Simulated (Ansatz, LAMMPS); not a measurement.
# Liquid tetramethoxysilane at 280 K (105 atoms): support functions against a reference

Aim: test how closely localised support functions follow the reference on liquid tetramethoxysilane at 280 K (105 atoms), and at what cost. A setting counts as converged where the r.m.s. difference of forces stays under 1 % of the r.m.s. force.

Method: Kohn-Sham DFT, PBE+D4, PAW (set soft_2), plane waves, in Ansatz 0.2.0.

**1. Starting point**

The cell holds 105 atoms: 20 C, 20 O, 5 Si and 60 H. Its edges and angles: a = 10.706 Å, b = 10.706 Å, c = 10.706 Å, α = 90.0°, β = 90.0°, γ = 90.0°. 5 tetramethoxysilane placed at random, at 1.03 g/cm³; overlaps pushed apart, then 10 ps at 430 K with MMFF94 bonds, angles, torsions, charges and radii (Halgren, J. Comput. Chem. 17, 490 (1996)) in harmonic and 12-6 forms. Snapshot after 20 ps at 280 K and fixed volume.

Limits known from the start: The network of contacts between molecules at the start is that of the classical potential that made the cell, and needn't be the one that DFT or experiment would give. The density was typed from a rule of thumb and may lie off the real one at this temperature. Sampling is at Γ alone, for a cell whose shortest periodic width is 11 Å.

**2. The classical run that made the cell**

A classical potential supplies the starting structure, since it reaches far longer times than DFT.

This step: classical MD, MMFF94 bonds, angles, torsions, charges and radii (Halgren, J. Comput. Chem. 17, 490 (1996)) in harmonic and 12-6 forms (LAMMPS 22 Jul 2025 - Update 4).

The input, in.lmp:

```
# liquid tetramethoxysilane
units real
atom_style full
boundary p p p
bond_style harmonic
angle_style harmonic
dihedral_style opls
improper_style harmonic
special_bonds lj 0 0 0.5 coul 0 0 0.75
read_data data.lmp
neigh_modify delay 0 every 1 check yes one 4000
comm_modify cutoff 12.0
timestep 0.5
thermo_style custom step time temp pe press density
thermo_modify norm yes
# push overlapping molecules apart
pair_style soft 2.6
pair_coeff * * 0.0
variable a equal ramp(1,60)
fix ad all adapt 1 pair soft a * * v_a
velocity all create 430 281187 mom yes dist gaussian
fix lim all nve/limit 0.03
fix lan all langevin 430 430 50 281188 zero yes
thermo 1000
run 3000 post no
unfix ad
pair_style lj/cut/coul/long 9.0
pair_modify mix arithmetic tail yes
pair_coeff 1 1 0.0678 3.3680   # C
pair_coeff 2 2 0.0763 3.0430   # O
pair_coeff 3 3 0.2508 4.1360   # Si
pair_coeff 4 4 0.0216 2.5400   # H
kspace_style pppm 1.0e-4
thermo 100
# [... 16 lines left out ...]
compute msd all msd com yes
thermo 5000
fix md all nvt temp 280 280 100
run 20000 post no
print "== T280: mean square displacement over the hold $(c_msd[4]:%.2f) A^2"
unfix md
uncompute msd
write_dump all custom T280.dump id type xs ys zs modify sort id
```

The run is started by

```sh
$ lmp -in in.lmp -log none -nocite
```

The log of the run:

```text
LAMMPS (22 Jul 2025 - Update 4)
Reading data file ...
  orthogonal box = (0 0 0) to (10.70579 10.70579 10.70579)
  105 atoms
  orthogonal box = (0 0 0) to (10.70579 10.70579 10.70579)
  100 bonds
  170 angles
  120 dihedrals
WARNING: Bond/angle/dihedral extent > half of periodic box length
   Step          Time           Temp          PotEng         Press         Density
         0   0              430            0.35546443     5252.6913      1.0300006
      1000   500            428.4732       1.3379858      17612.47       1.0300006
      2000   1000           419.08272      1.3743         17228.098      1.0300006
      3000   1500           429.56026      1.1779654      15594.432      1.0300006
WARNING: Bond/angle/dihedral extent > half of periodic box length
Loop time of 0.720499 s on 1 MPI rank(s) for 3000 steps with 105 atoms
PPPM initialization ...
  G vector (1/distance) = 0.29077041
  grid = 6 6 6
  estimated relative force accuracy = 4.2668735e-05
WARNING: Bond/angle/dihedral extent > half of periodic box length
   Step          Time           Temp          PotEng         Press         Density
      3000   1500           429.56026     -3.9983914      8140.1657      1.0300006
[... 17 lines left out ...]
Loop time of 2.40573 s on 1 MPI rank(s) for 2000 steps with 105 atoms
WARNING: Bond/angle/dihedral extent > half of periodic box length
   Step          Time           Temp          PotEng         Press         Density
      2000   1000           382.52446     -4.0807791     -4388.4323      1.0300006
[... 5 lines left out ...]
WARNING: Bond/angle/dihedral extent > half of periodic box length
Loop time of 9.11632 s on 1 MPI rank(s) for 10000 steps with 105 atoms
WARNING: Bond/angle/dihedral extent > half of periodic box length
   Step          Time           Temp          PotEng         Press         Density
[... 4 lines left out ...]
WARNING: Bond/angle/dihedral extent > half of periodic box length
Loop time of 2.92711 s on 1 MPI rank(s) for 5000 steps with 105 atoms
WARNING: Bond/angle/dihedral extent > half of periodic box length
   Step          Time           Temp          PotEng         Press         Density
[... 2 lines left out ...]
     25000   24000          263.23669     -4.5729582      1586.4536      1.0300006
     30000   29000          263.50936     -4.5407822      7877.3599      1.0300006
     35000   34000          280.22518     -4.5129266     -11288.141      1.0300006
     37000   36000          271.07788     -4.5714688      3855.5216      1.0300006
WARNING: Bond/angle/dihedral extent > half of periodic box length
Loop time of 12.4352 s on 1 MPI rank(s) for 20000 steps with 105 atoms
== T280: mean square displacement over the hold 8.91 A^2
```

Wall time 29 s (1 thread of Intel Xeon at 2.80GHz (Skylake/Cascade Lake), shared host); peak memory 0.37 GiB.

The input also reads data.lmp (atoms, bonds and types; not printed here).

**3. Plane-wave single point**

The first run fixes the reference, at a cutoff of 420 eV.

The input, input.yaml:

```yaml
crystal:
  lattice:
    - [10.70579, 0.0, 0.0]
    - [0.0, 10.70579, 0.0]
    - [0.0, 0.0, 10.70579]
  atoms:
    - { symbol: C, position: [0.63774, 0.9909, 0.3082] }
    - { symbol: O, position: [0.56559, 0.877, 0.3085] }
    - { symbol: Si, position: [0.60523, 0.7466, 0.23964] }
    - { symbol: O, position: [0.47944, 0.67873, 0.18032] }
    - { symbol: C, position: [0.41679, 0.73864, 0.08355] }
    - { symbol: O, position: [0.70019, 0.78128, 0.12338] }
    - { symbol: C, position: [0.82614, 0.73676, 0.13492] }
    - { symbol: O, position: [0.6657, 0.64921, 0.34353] }
    - { symbol: C, position: [0.56774, 0.5892, 0.41554] }
    - { symbol: H, position: [0.69287, 0.9983, 0.22155] }
    - { symbol: H, position: [0.57191, 0.06979, 0.32539] }
    - { symbol: H, position: [0.70589, 0.99625, 0.38214] }
    - { symbol: H, position: [0.47447, 0.75346, 0.99981] }
    - { symbol: H, position: [0.39303, 0.82875, 0.12131] }
    - { symbol: H, position: [0.3367, 0.68325, 0.05701] }
    - { symbol: H, position: [0.82225, 0.63208, 0.14136] }
    - { symbol: H, position: [0.86683, 0.77165, 0.22266] }
    - { symbol: H, position: [0.87838, 0.76608, 0.05691] }
    - { symbol: H, position: [0.60515, 0.52684, 0.48695] }
    - { symbol: H, position: [0.5079, 0.53016, 0.36236] }
    - { symbol: H, position: [0.52028, 0.67462, 0.46539] }
    - { symbol: C, position: [0.3029, 0.56766, 0.7366] }
    - { symbol: O, position: [0.43431, 0.57274, 0.74744] }
    - { symbol: Si, position: [0.49988, 0.46389, 0.83251] }
    - { symbol: O, position: [0.47038, 0.33083, 0.76801] }
    - { symbol: C, position: [0.56743, 0.29216, 0.6841] }
    - { symbol: O, position: [0.65166, 0.49098, 0.84038] }
    - { symbol: C, position: [0.70268, 0.59733, 0.78102] }
    - { symbol: O, position: [0.43815, 0.46198, 0.97225] }
    - { symbol: C, position: [0.47741, 0.35438, 0.03943] }
    - { symbol: H, position: [0.2597, 0.59295, 0.82619] }
    - { symbol: H, position: [0.27415, 0.6303, 0.66279] }
    - { symbol: H, position: [0.26694, 0.47642, 0.71232] }
    - { symbol: H, position: [0.5932, 0.35583, 0.60863] }
    - { symbol: H, position: [0.64328, 0.27466, 0.74869] }
    - { symbol: H, position: [0.52825, 0.20244, 0.64733] }
    - { symbol: H, position: [0.70907, 0.66781, 0.85136] }
    - { symbol: H, position: [0.79264, 0.57857, 0.7476] }
    - { symbol: H, position: [0.65111, 0.62889, 0.69975] }
    - { symbol: H, position: [0.46772, 0.37374, 0.13864] }
    - { symbol: H, position: [0.41542, 0.27577, 0.01625] }
    - { symbol: H, position: [0.57312, 0.32732, 0.02784] }
    - { symbol: C, position: [0.93526, 0.35288, 0.89181] }
    - { symbol: O, position: [0.99627, 0.27151, 0.97699] }
    - { symbol: Si, position: [0.90288, 0.15992, 0.01961] }
    - { symbol: O, position: [0.82748, 0.09738, 0.89684] }
    - { symbol: C, position: [0.714, 0.0325, 0.91956] }
    - { symbol: O, position: [0.98638, 0.04648, 0.08453] }
    - { symbol: C, position: [0.05865, 0.07372, 0.19557] }
    - { symbol: O, position: [0.80179, 0.21471, 0.1227] }
    - { symbol: C, position: [0.83654, 0.32161, 0.1964] }
    - { symbol: H, position: [0.98597, 0.45022, 0.88731] }
    - { symbol: H, position: [0.94581, 0.31357, 0.80018] }
    - { symbol: H, position: [0.83498, 0.37739, 0.92328] }
    - { symbol: H, position: [0.70339, 0.96438, 0.83728] }
    - { symbol: H, position: [0.72916, 0.98116, 0.00943] }
    - { symbol: H, position: [0.63825, 0.10276, 0.92193] }
    - { symbol: H, position: [0.11974, 0.99666, 0.20778] }
    - { symbol: H, position: [0.11559, 0.15405, 0.1954] }
    - { symbol: H, position: [0.99603, 0.07542, 0.27609] }
    - { symbol: H, position: [0.92643, 0.30822, 0.24149] }
    - { symbol: H, position: [0.83729, 0.40468, 0.14496] }
    - { symbol: H, position: [0.77089, 0.34411, 0.26488] }
    - { symbol: C, position: [0.95753, 0.4615, 0.49121] }
    - { symbol: O, position: [0.05757, 0.37761, 0.46414] }
    - { symbol: Si, position: [0.16847, 0.43681, 0.37525] }
    - { symbol: O, position: [0.10719, 0.48293, 0.24067] }
    - { symbol: C, position: [0.18424, 0.46223, 0.13403] }
    - { symbol: O, position: [0.2478, 0.55329, 0.43912] }
    - { symbol: C, position: [0.2386, 0.67352, 0.37907] }
    - { symbol: O, position: [0.25396, 0.3151, 0.33978] }
    - { symbol: C, position: [0.29842, 0.24718, 0.44876] }
    - { symbol: H, position: [0.00229, 0.53336, 0.55178] }
    - { symbol: H, position: [0.88625, 0.40951, 0.544] }
    - { symbol: H, position: [0.9259, 0.49658, 0.40473] }
    - { symbol: H, position: [0.27106, 0.50794, 0.1429] }
    - { symbol: H, position: [0.19457, 0.36501, 0.11711] }
    - { symbol: H, position: [0.13027, 0.49337, 0.06116] }
    [... 21 atom lines left out ...]
    - { symbol: H, position: [0.97545, 0.77082, 0.82463] }
    - { symbol: H, position: [0.11804, 0.75377, 0.89919] }
    - { symbol: H, position: [0.03224, 0.90007, 0.89137] }
    - { symbol: H, position: [0.981, 0.02134, 0.63483] }
    - { symbol: H, position: [0.09338, 0.06083, 0.51657] }
    - { symbol: H, position: [0.02139, 0.18779, 0.59465] }
kpoints:
  mp_grid: { grid: [1, 1, 1] }
hamiltonian:
  xc: pbe
  dispersion: d4
scf:
  occupations: { method: fixed }
output:
  forces: true
  stress: true
  populations: true
  dos:
    method: { smearing: { sigma: 0.15 } }
    de: 0.1
    projected: { site_lists: { C: [C], H: [H], O: [O], Si: [Si] } }
  eigenvalues: true
  write_density: true
  write_potential: true
  volumetric_format: npy
  elf: true
```

The run is started by

```sh
$ ansatz run input.yaml --threads 4 --pin off --max-ram 8192MiB --backend cpu --events-out ev --progress --plain --runs-dir out
```

The log of the run:

```text
Engine: ansatz 0.2.0, x86_64-unknown-linux-gnu
Pseudopotentials: kind: paw
Pseudopotential: C, paw, valence charge 4, recommended cutoff 420 eV (normal), C.paw.azcp
Pseudopotential: O, paw, valence charge 6, recommended cutoff 420 eV (normal), O.paw.azcp
Pseudopotential: Si, paw, valence charge 4, recommended cutoff 420 eV (normal), Si.paw.azcp
Pseudopotential: H, paw, valence charge 1, recommended cutoff 420 eV (normal), H.paw.azcp
[... 5 lines on functional and potentials left out ...]
Crystal: 105 atoms, lattice volume = 1227.033 Å³
Basis set: ecut = 420 eV, 23871 PW (Γ), exchange–correlation on 144×144×144 points (8 copies of the dense FFT grid, shifted against one another)
Bands: 245, of which v1, the nominal top of the filled ones, is band 140 counted from 1 (139 counted from 0)
Symmetry: 1 space group operations
Space group: P1 (ITA 1), of the structure as read, at distance tolerance 1.1e-4 Å
k-points: 1
[... 9 lines on functional and potentials left out ...]
Initial density: superposition of atomic densities (neutral atoms: chi_scale 0, normalization atom), corrected by the library's trained network
Initial wavefunctions: pseudopotential atomic-orbital guess
Functional: x = pbe(κ = 0.804, μ = 0.219515), c = pbe(β = 0.066725)
SCF iter   1: F=—  HF=-20515.616198 eV  |F-HF|=—  |Δ(HF+E_count)|=         —  Δρ=3.85e-3  dr2=2.34e-1  ethr=1.77e-3  ⟨swp⟩=4.0  Hψ=915  notcnv=0  defer=99
preconditioner: auto → Resta (q_TF=auto, 2.133 Å⁻¹)  ε∞=2.2  [insulator: Δε(μ)=5.326 eV  Ē_g=16.043 eV  n_scr=202 (ndim 8)  ℏωp=17.7 eV  f_vac=0.295  ε∞_Penn≈2.2]
SCF iter   2: F=—  HF=-20515.587082 eV  |F-HF|=—  |Δ(HF+E_count)|=   2.91e-2  Δρ=2.02e-3  dr2=5.71e-2  ethr=8.34e-5  ⟨swp⟩=3.0  Hψ=407  notcnv=0  defer=102
SCF iter   3: F=—  HF=-20515.594304 eV  |F-HF|=—  |Δ(HF+E_count)|=   7.22e-3  Δρ=1.10e-3  dr2=1.59e-2  ethr=2.04e-5  ⟨swp⟩=2.0  Hψ=280  notcnv=0  defer=103
SCF iter   4: F=—  HF=-20515.592689 eV  |F-HF|=—  |Δ(HF+E_count)|=   1.61e-3  Δρ=2.80e-4  dr2=1.45e-3  ethr=5.69e-6  ⟨swp⟩=2.0  Hψ=284  notcnv=0  defer=103
SCF iter   5: F=—  HF=-20515.592597 eV  |F-HF|=—  |Δ(HF+E_count)|=   9.18e-5  Δρ=1.17e-4  dr2=1.91e-4  ethr=5.19e-7  ⟨swp⟩=2.0  Hψ=279  notcnv=0  defer=103
SCF iter   6: F=—  HF=-20515.592516 eV  |F-HF|=—  |Δ(HF+E_count)|=   8.12e-5  Δρ=5.44e-5  dr2=3.06e-5  ethr=6.83e-8  ⟨swp⟩=2.0  Hψ=289  notcnv=0  defer=103
SCF iter   7: F=—  HF=-20515.593643 eV  |F-HF|=—  |Δ(HF+E_count)|=   1.13e-3  Δρ=2.23e-5  dr2=5.53e-6  ethr=1.09e-8  ⟨swp⟩=2.0  Hψ=385  notcnv=0  defer=98
SCF iter   8: F=—  HF=-20515.593639 eV  |F-HF|=—  |Δ(HF+E_count)|=   3.21e-6  Δρ=4.38e-6  dr2=3.81e-7  ethr=1.97e-9  ⟨swp⟩=2.0  Hψ=287  notcnv=0  defer=102
SCF iter   9: F=-20515.593639 eV  HF=-20515.593639 eV  |F-HF|=8.21e-8  |Δ(HF+E_count)|=   3.87e-7  Δρ=2.33e-6  dr2=7.09e-8  ethr=3.57e-11  ⟨swp⟩=25.0  Hψ=2472  notcnv=0
SCF 1 converged in 9 iterations: F = -20515.593639 eV  dr2 = 7.09e-8
  greatest PAW one-centre occupation: 0.864 electrons in one spin orbital (limit 2), on the O atom at site 24 (counted from 0), in its partial waves of l = 0
WARN: The input density's exchange-correlation potential varies sharply where the density is thin. Do not read a vacuum level from v_tot or v_xc, or from such a field of the output density. On a cell that repeats whose density bears no net charge and no dipole along the vacuum's axis use v_es (v_loc + v_h of the components); [...]
SCF converged after 9 iterations
Free energy (F): -20515.593639 eV
Harris-Foulkes:  -20515.593639 eV  (|F-HF|=8.21e-8)
Internal energy: -20515.593639 eV  (E = F + TS)
E sigma→0 (E₀):  -20515.593639 eV
Fermi energy:    -1.708252 eV
--- Per-component energies (eV) ---
  E_band       = -2331.739530
  E_kinetic    = 6431.270753
  E_local      = -24319.608680  (includes V_loc(G=0)·N_el)
  E_nonlocal   = 1730.897653
  E_hartree    = 9377.466696
  E_xc         = -3259.086884
  E_vxc        = -4009.780150  (∫ρ·V_xc dr)
  E_paw        = -7758.744168  (= ΣΔE_a)
  E_vpaw       = -919.416103  (= ΣTr[D̂ρ^β])
  E_aug_tail   = -0.034038  (compensation charges beyond the density's cutoff)
  E_ewald      = -2712.905141
  E_disp       = -4.849829  (pairwise vdW)
  E_smearing   = -0.000000  (= −TS)
  E_closure    = 0.000000  (closes the sum)
  Σ components = -20515.593639   (vs F -20515.593639, Δ=0.00e0)
--- Forces (eV/Å), atoms counted from 1 ---
  atom   1  C     -0.65049130     0.03719273    -0.43375915
  atom   2  O      0.07140650     0.58286410     0.20588571
  atom   3  Si    -0.35524622    -0.28841955    -0.40893121
  atom   4  O      1.34768912    -0.75175260     1.14576214
  atom   5  C      0.12653249     0.56954729    -0.56672509
  atom   6  O      0.17225197    -0.10994621     0.31677592
  atom   7  C     -0.99518043    -1.36129028     1.44076150
  atom   8  O     -0.17306797    -0.62103202    -0.60635777
  atom   9  C      0.24198188     2.46053519     1.71932846
  atom  10  H     -0.45730474     0.33116048    -0.03796908
  atom  11  H      0.34562492    -0.34723498    -0.52420032
  atom  12  H      0.39511292    -0.39131045     0.83576281
  atom  13  H      0.10563849    -0.11169105    -0.04416896
  atom  14  H     -0.83515159     0.91198454    -0.28465704
[...]
atom 104  H      0.09912905    -0.01853926     0.50890294
  atom 105  H     -0.22208409    -0.70074078     0.19391827
  max |Σ_I F_I| component: 1.99e-4 eV/Å
--- Stress (GPa, compression-positive) ---
        1.720371      -0.909245      -0.191282
       -0.909244       1.762647      -0.503069
       -0.191282      -0.503069       1.824940
  P = ⅓ Tr σ = 1.7693 GPa (17.693 kbar)
--- Band table (eV) ---
  k-point 0: bands = ["-21.6163", "-21.4432", "-21.4374", "-21.3961", [... 229 levels ...], "9.9359", "9.9826", "10.0431", "10.0625", "10.1033", "10.2045", "10.2714", "10.2956", "10.3527", "10.4104", "10.4314", "10.5349"]
--- Löwdin populations: 105 sites ---
  site symbol       q [e]
     0      C      4.2200
     1      O      6.5777
     2     Si      2.2518
[...]
104      H      0.8039
  spilling = 0.015305 (of n_electrons = 280.000000)
```

The job ended after 8 s (4 threads of Intel Xeon Platinum 8488C (Sapphire Rapids), shared host; peak memory 1.3 GiB; 29 s of CPU time).

The column dr2 measures how far the density is from self-consistency, as an energy; F and HF (Harris–Foulkes) agree once it is small.

The program notes that the exchange-correlation potential is rough where the density is thin.

The run gave:

| Quantity | Value |
| --- | --- |
| free energy | -20515.5936 eV |
| free energy per atom | -195.3866 eV/atom |
| SCF cycles | 9 |
| pressure | 1.769 GPa |
| r.m.s. force component | 0.7859 eV/Å |
| longest force | 3.011 eV/Å |
| Fermi energy | -1.708 eV |
| gap (highest filled to lowest empty level) | 5.136 eV |
| spilling of the projection | 0.0153 |

The r.m.s. force component of 0.79 eV/Å sets the scale for the differences below.

(Continued in part 2 of 4.)

[Long decimals in the printed logs are rounded to 6 places.]

[Logs are printed without paths, hosts, clocks, repeated set-up lines and the standing remarks that a program may print on its own settings, such as how far it seeks lower states.]

[Hosts, paths, dates, database ids (printed as entryN), source tags and the programs' standing remarks are cut or masked in the printed files.]

[The MMFF94 radii named for the starting cell were scaled by 0.96; in molecules described by MMFF94, hydrogen bound to N, O or S took a small fixed 12-6 site in their place.]
